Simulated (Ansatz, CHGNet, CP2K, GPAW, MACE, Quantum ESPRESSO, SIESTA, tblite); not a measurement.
# Running Σ7 (111) twist boundary in a Au-Pd solid solution (84 atoms) with SIESTA, part 2 of 2

Aim: run Σ7 (111) twist boundary in a Au-Pd solid solution (84 atoms) in SIESTA and see how near its forces come to a plane-wave reference, and at what cost.

Program: SIESTA 5.4.2; the method stands at each step. Banners, paths, timers and routine set-up lines are dropped from the logs unmarked, and long logs keep their key lines alone; longer cuts are marked. The potentials were converted by us to PSML.

So far. Step 2 (PBE, DZP, shift 0.01 Ry, mesh 300 Ry): Forces lie 22 % from the reference's, at 0.35 times its CPU time. Step 3 (PBE, SZP, shift 0.01 Ry, mesh 300 Ry): Against the first run (22 %), the force difference from the reference is 31 %, at 0.59 times the CPU time (on 2 against 4 cores), with 1092 basis functions against 1596: the smaller basis costs accuracy.

In doubt: a PseudoDojo file used here is known to give poor structures and forces (steps 2, 3, 4), which bears on pressures, cells, forces and phonons.

**4. PBE, DZ, shift 0.01 Ry, mesh 300 Ry**

Method: Kohn-Sham DFT, PBE, PseudoDojo 0.4.1 norm-conserving pseudopotentials (converted to PSML), numerical atomic orbitals (DZ), diagonalisation.

input.fdf

```
SystemLabel cell
NumberOfAtoms 84
NumberOfSpecies 2
%block ChemicalSpeciesLabel
  1 79 Au
  2 46 Pd
%endblock ChemicalSpeciesLabel
LatticeConstant 1.0 Ang
%block LatticeVectors
  7.52354 0.00000 0.00000
  3.76177 6.51557 0.00000
  0.00000 0.00000 28.00341
%endblock LatticeVectors
PAO.BasisSize DZ
PAO.EnergyShift 0.01 Ry
XC.Functional GGA
XC.Authors PBE
MeshCutoff 300 Ry
%block kgrid_Monkhorst_Pack
  1 0 0 0.0
  0 1 0 0.0
  0 0 1 0.0
%endblock kgrid_Monkhorst_Pack
SolutionMethod diagon
OccupationFunction FD
ElectronicTemperature 580 K
SCF.Mixer.Method Pulay
SCF.Mixer.Weight 0.05
SCF.Mixer.History 8
SCF.Mix Hamiltonian
MaxSCFIterations 300
SCF.DM.Tolerance 1e-04
SCF.H.Tolerance 1.0e-3 eV
WriteForces T
Write.HirshfeldPop T
Write.VoronoiPop T
Write.DM F
Write.H F
XML.Write F
AtomicCoordinatesFormat Fractional
%block AtomicCoordinatesAndAtomicSpecies
[... 84 atom lines left out: the same atoms as in the first run ...]
%endblock AtomicCoordinatesAndAtomicSpecies
```

The run is started by

```bash
$ OMP_NUM_THREADS=1 mpirun -np 2 siesta < input.fdf > output.txt
```

What it wrote:

```text
Version         : 5.4.2
reinit: System Name:
reinit: System Label: cell
initatom: Reading input for the pseudopotentials and atomic orbitals ----------
Species number:   1 Atomic number:   79 Label: Au
Species number:   2 Atomic number:   46 Label: Pd
Ground state valence configuration (from tables):   6s01  6p00  5d10  5f00
[... lines left out ...]
        iscf     Eharris(eV)        E_KS(eV)     FreeEng(eV)     dDmax    Ef(eV) dHmax(eV)
[... lines left out ...]
SCF Convergence by DM+H criterion
[... lines left out ...]
SCF cycle converged after 46 iterations
[... lines left out ...]
   Max    1.026759
[... lines left out ...]
   Max    1.026759    constrained
Stress tensor Voigt[x,y,z,yz,xz,xy] (kbar):       41.98       41.24       81.80        0.32        0.61        1.77
[... lines left out ...]
siesta: FreeEng =   -329908.525117
[... lines left out ...]
siesta:         Fermi =      -2.425146
[... lines left out ...]
siesta:          -0.03433338         -0.03337179  eV/Ang**3
siesta:         -55.00813974        -53.46750789  kBar
    Orbital volume contribution        =          37.550282 eV
    (Free)E + p_basis*V_orbitals       =     -329870.974835 eV
    (Free)Eharris+ p_basis*V_orbitals  =     -329870.974842 eV
Hirshfeld Atomic Populations:
Atom #   charge [q] valence [e]  Species
     1     0.157469   18.842531  Au
     2     0.074332   18.925668  Au
     3     0.160479   18.839521  Au
[...]
5    -0.406471   18.406471  Pd
     6    -0.398337   18.398337  Pd
[...]
9    -0.432629   18.432629  Pd
[...]
--------------------
 Total    -0.000320
Voronoi Atomic Populations:
Atom #   charge [q] valence [e]  Species
[...]
81     0.183351   18.816649  Au
    82    -0.306056   18.306056  Pd
    83     0.239050   18.760950  Au
    84    -0.315495   18.315495  Pd
--------------------
 Total    -0.000320
```

Elapsed: 3 min, on 2 MPI ranks of Arm Neoverse V1, shared host; peak memory 0.99 GiB; 5.9 min of CPU time.

Against the reference:

```yaml
r_m_s_force_component: 0.3072 eV/Å
r_m_s_difference_of_force_components: 121.3 meV/Å
longest_difference_of_force_vectors: 462.4 meV/Å
force_difference_over_r_m_s_force: 55.8 %
slope_of_forces_against_the_reference_s: 1.342
correlation_of_force_components: 0.95
pressure: -5.501 GPa
pressure_difference: -15.56 GPa
```

This is a coarse setting, run to see what it loses.

Against the first run (22 %), the force difference from the reference is 56 %, at 0.50 times the CPU time (on 2 against 4 cores), with 1344 basis functions against 1596: the smaller basis costs accuracy.

**5. All runs compared**

Differences are against the plane-wave reference, forces as r.m.s. over components; share is that over the reference's r.m.s. force, slope the least-squares factor from reference forces to these. Total energies of different programs have different zeros and aren't compared.

| run | Δ force, r.m.s. (meV/Å) | share (%) | slope | Δ pressure (GPa) | cores | CPU time | memory (GiB) |
| --- | --- | --- | --- | --- | --- | --- | --- |
| reference | - | - | - | - | 4 | 34 min | 3.4 |
| SIESTA PBE, DZP, shift 0.01 Ry, mesh 300 Ry | 46.9 | 21.6 | 1.168 | -0.242 | 4 | 12 min | 1.7 |
| SIESTA PBE, SZP, shift 0.01 Ry, mesh 300 Ry (coarse) | 67.6 | 31.1 | 1.153 | -8.40 | 2 | 7 min | 1.1 |
| SIESTA PBE, DZ, shift 0.01 Ry, mesh 300 Ry (coarse) | 121 | 55.8 | 1.342 | -15.6 | 2 | 5.9 min | 0.99 |

Rows marked coarse were listed beforehand as settings not expected to be converged; some can still land near the reference.

CPU time is summed over cores on a shared host, where runs went side by side, so it is rough. Symmetry, cutoffs, thresholds, outputs and thread counts weren't matched or tuned between programs; memory under MPI is the largest rank's times the ranks.

**6. Outcome**

```
nearest in forces : SIESTA PBE, DZP, shift 0.01 Ry, mesh 300 Ry, 22 %
its CPU time      : 12 min
```

What this shows: The PBE run in local orbitals, coarse settings apart, differs by 22 % (SIESTA PBE, DZP, shift 0.01 Ry, mesh 300 Ry); basis, grid and potentials can all enter. Runs with settings chosen to be coarse differ by 31 % (SIESTA PBE, SZP, shift 0.01 Ry, mesh 300 Ry) to 56 % (SIESTA PBE, DZ, shift 0.01 Ry, mesh 300 Ry), their programs' other errors included. Of the electronic-structure runs that take under half the reference's CPU time, SIESTA PBE, DZP, shift 0.01 Ry, mesh 300 Ry comes nearest, at 22 % in 12 min against 34 min. SIESTA PBE, DZP, shift 0.01 Ry, mesh 300 Ry stiffens the forces by a factor of 1.17 while following their directions (correlation 0.993); the slopes of the 3 SIESTA runs lie between 1.15 and 1.34. In pressure, SIESTA PBE, DZ, shift 0.01 Ry, mesh 300 Ry misses by -15.6 GPa, at the same functional. The reference's pressure holds the uncorrected Pulay stress of its 45 Ry basis, so small pressure differences, and their order, may be the reference's own error. A potential file of the SIESTA runs is in doubt, which bears on their forces and pressure. The electron count is odd in these runs, and they have no spin polarisation, so the unpaired electron is spread evenly over both spins. The reference's stress is far from hydrostatic: its diagonal is 12.6, 12.8, 4.8 GPa, compression counted positive. The host structure and its lattice constant were typed by rule, without a check against the phase diagram. The reference's pressure of 10 GPa says that the cell would expand at this level of theory. The electronic-structure runs sample only Γ, in a cell whose shortest periodic width is 7 Å, which is coarse for a cell with partly filled levels. Spin–orbit coupling is left out, which matters for the levels of the heavy elements.

[Also dropped from logs without a mark: logging warnings of Python, and SIESTA's first energy breakdown and zero terms.]

[Logs are printed without paths, hosts, clocks, repeated set-up lines and the standing remarks that a program may print on its own settings, such as how far it seeks lower states.]

[Hosts, paths, dates, database ids (printed as entryN), source tags and the programs' standing remarks are cut or masked in the printed files.]
